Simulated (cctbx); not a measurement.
# What is wrong with this refinement?

Cell a = 23.5480 Å, b = 5.6150 Å, c = 5.4710 Å, α = 90.00°, β = 90.00°, γ = 90.00°; space group Pca2_1 (no. 29). The compound is YS6N3.

Simulated single-crystal data (cctbx): Cu Kα, λ = 1.54184 Å, to d = 0.83 Å, 95 % of the full sphere, strongest reflection 40000 counts, noise from counting, a 4 % proportional error and a noise floor of 4 counts (s.d.); no absorption, and some extinction, which the refinements don't model.

An anisotropic refinement with weights 1/σ² prints:

```text
Rint 0.031, 343 unique reflections to 1.30 A
cycle     R1     wR2    GooF  max shift (A)
   1  0.0368  0.1124   4.337   0.06143
   3  0.0105  0.0248   0.956   0.00036
final R1 0.0105 wR2 0.0248 GooF 0.956  parameters 90  data/parameter 3.8
atom        x        y        z      Ueq    occ   su(xyz)  su(Uiso or U11)
Y1     0.16476  0.17377  0.09360   0.0206  1.000  0.00014  0.0004
S1     0.01564  0.86483  0.83348   0.0563  1.000  0.00043  0.0019
S2     0.06238  0.34919  0.74626   0.0202  1.000  0.00039  0.0013
S3     0.06687  0.72823  0.34159   0.0438  1.000  0.00039  0.0019
S4     0.14316  0.77528  0.77590   0.0213  1.000  0.00041  0.0014
S5     0.21234  0.30628  0.63255   0.0319  1.000  0.00047  0.0013
S6     0.22208  0.77370  0.30654   0.0212  1.000  0.00040  0.0016
N1     0.00109  0.82599  0.19889   0.0214  1.000  0.00096  0.0042
N2     0.07334  0.66568  0.66281   0.0632  1.000  0.00118  0.0053
N3     0.21340  0.64485  0.61233   0.0321  1.000  0.00122  0.0035
difference map: max 0.12 min -0.11 rms 0.04
Q1    0.1638  0.9995  0.9523    4    0.12  1.25 A from Y1
Q2    0.2372  0.5062  0.5199    4    0.11  1.08 A from N3
Q3    0.0783  0.4968  0.4514    4    0.10  1.46 A from S3
Q4    0.1605  0.0273  0.5880    4    0.10  1.80 A from S4
Q5    0.0064  0.0858  0.0309    4    0.09  1.66 A from S1
Q6    0.0645  0.4846  0.9161    4    0.09  1.20 A from S2
```

Q: Accept it or mend it, and why?

Mend it. The fault: data cut at low resolution. Against the right model at the same level, R1 goes from 0.0127 to 0.0105 and GooF from 0.96 to 0.96. The atoms are right, but there are too few data for the parameters: R1 flatters and the s.u.s grow. Data per parameter fall from 14.8 to 3.8.

The compound is YS6N3. The right model at the same level gives:

```text
Rint 0.034, 1330 unique reflections to 0.83 A
cycle     R1     wR2    GooF  max shift (A)
   1  0.0713  0.2012   6.024   0.05646
   6  0.0127  0.0321   0.960   0.00026
final R1 0.0127 wR2 0.0321 GooF 0.960  parameters 90  data/parameter 14.8
atom        x        y        z      Ueq    occ   su(xyz)  su(Uiso or U11)
Y1     0.16480  0.17372  0.09345   0.0201  1.000  0.00004  0.0001
S1     0.01557  0.86467  0.83357   0.0560  1.000  0.00019  0.0006
S2     0.06247  0.34925  0.74584   0.0196  1.000  0.00011  0.0003
S3     0.06701  0.72843  0.34135   0.0423  1.000  0.00016  0.0004
S4     0.14308  0.77521  0.77659   0.0222  1.000  0.00011  0.0003
S5     0.21229  0.30637  0.63259   0.0314  1.000  0.00013  0.0003
S6     0.22221  0.77374  0.30684   0.0196  1.000  0.00011  0.0003
N1     0.00124  0.82573  0.19953   0.0195  1.000  0.00043  0.0011
N2     0.07318  0.66347  0.66463   0.0641  1.000  0.00062  0.0020
N3     0.21330  0.64502  0.61214   0.0332  1.000  0.00052  0.0012
Flack x: 0.01(2)
Hooft y: 0.020(21)  Bijvoet pairs: 588
difference map: max 0.17 min -0.20 rms 0.05
Q1    0.1618  0.0025  0.9526    4    0.18  1.23 A from Y1
Q2    0.1562  0.9906  0.1455    4    0.18  1.09 A from Y1
Q3    0.0155  0.0227  0.9921    4    0.17  1.24 A from S1
Q4    0.2136  0.3517  0.8625    4    0.17  1.28 A from S5
Q5    0.0672  0.4778  0.8989    4    0.16  1.11 A from S2
Q6    0.2114  0.6494  0.0582    4    0.16  1.55 A from S6
```

Isotropic U is held between 0.0001 and 1 Å² by the program, and listed peak heights are interpolated, so they can pass the grid's maximum.

This is a model crystal, built by substitution and not relaxed, with assumed displacement parameters.

[Middle refinement cycles are left out of these outputs.]

[Logs are printed without paths, hosts, clocks, repeated set-up lines and the standing remarks that a program may print on its own settings, such as how far it seeks lower states.]
